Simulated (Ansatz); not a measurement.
The crystal is SnWO4 (Pnna).

```cif
data_structure
_symmetry_space_group_name_H-M 'P 1'
_symmetry_Int_Tables_number 1
_cell_length_a 5.6270
_cell_length_b 11.6486
_cell_length_c 4.9973
_cell_angle_alpha 90.000
_cell_angle_beta 90.000
_cell_angle_gamma 90.000
_cell_volume 327.56
loop_
_atom_site_label
_atom_site_type_symbol
_atom_site_fract_x
_atom_site_fract_y
_atom_site_fract_z
_atom_site_occupancy
Sn1 Sn 0.25000 0.00000 0.21960 1
Sn2 Sn 0.25000 0.50000 0.28040 1
Sn3 Sn 0.75000 0.00000 0.78040 1
Sn4 Sn 0.75000 0.50000 0.71960 1
W5 W 0.66770 0.25000 0.25000 1
W6 W 0.83230 0.75000 0.25000 1
W7 W 0.33230 0.75000 0.75000 1
W8 W 0.16770 0.25000 0.75000 1
O9 O 0.37650 0.29870 0.99880 1
O10 O 0.12350 0.70130 0.99880 1
O11 O 0.37650 0.20130 0.50120 1
O12 O 0.12350 0.79870 0.50120 1
O13 O 0.62350 0.70130 0.00120 1
O14 O 0.87650 0.29870 0.00120 1
O15 O 0.62350 0.79870 0.49880 1
O16 O 0.87650 0.20130 0.49880 1
O17 O 0.10190 0.39610 0.60370 1
O18 O 0.39810 0.60390 0.60370 1
O19 O 0.10190 0.10390 0.89630 1
O20 O 0.39810 0.89610 0.89630 1
O21 O 0.89810 0.60390 0.39630 1
O22 O 0.60190 0.39610 0.39630 1
O23 O 0.89810 0.89610 0.10370 1
O24 O 0.60190 0.10390 0.10370 1
```

The cell and positions come from the Crystallography Open Database and are kept as given unless a step says otherwise. Spin-orbit coupling is left out unless a run names it. PAW set soft_2, made with PBE.

Gaps computed with Ansatz 0.2.0 without a self-energy: r2SCAN 1.50 eV, HSE06 2.08 eV and PBE0 2.79 eV.

What gap should G0W0 on r2SCAN give (2×2×4 mesh, 977 empty bands, screening to 120 eV, default PAW files)?

About 2.59 eV: on its mesh the run moves the gap from 1.51 eV by +1.08 eV. Among the scalar-relativistic levels given, PBE0 is nearest (+0.20 eV). Bands and cutoff are finite, so the gap is not at the basis limit. The miss can reach some tenths of an eV and take either sign; the mesh is an error of its own. The 2×2×4 mesh is coarse for this cell (its supercell is 11 Å along the shortest edge). The RPA ε∞ on it, from the r2SCAN start, is 5.57, 5.78 and 6.80; such meshes misread the long-range screening, most where the gap is narrow. The many-body steps are scalar-relativistic: spin-orbit coupling is not in them.

[Paths, hosts, dates, memory and timing lines, banners, echoed tables and standing remarks are left out of the program output.]

[Logs are printed without paths, hosts, clocks, repeated set-up lines and the standing remarks that a program may print on its own settings, such as how far it seeks lower states.]

[Runs of the session that timed out or met a known fault of the program may be left out.]

[Cells called generated may have been cut or substituted from an entry of the Crystallography Open Database or the Materials Project.]

[Hosts, paths, dates, database ids (printed as entryN), source tags and the programs' standing remarks are cut or masked in the printed files.]
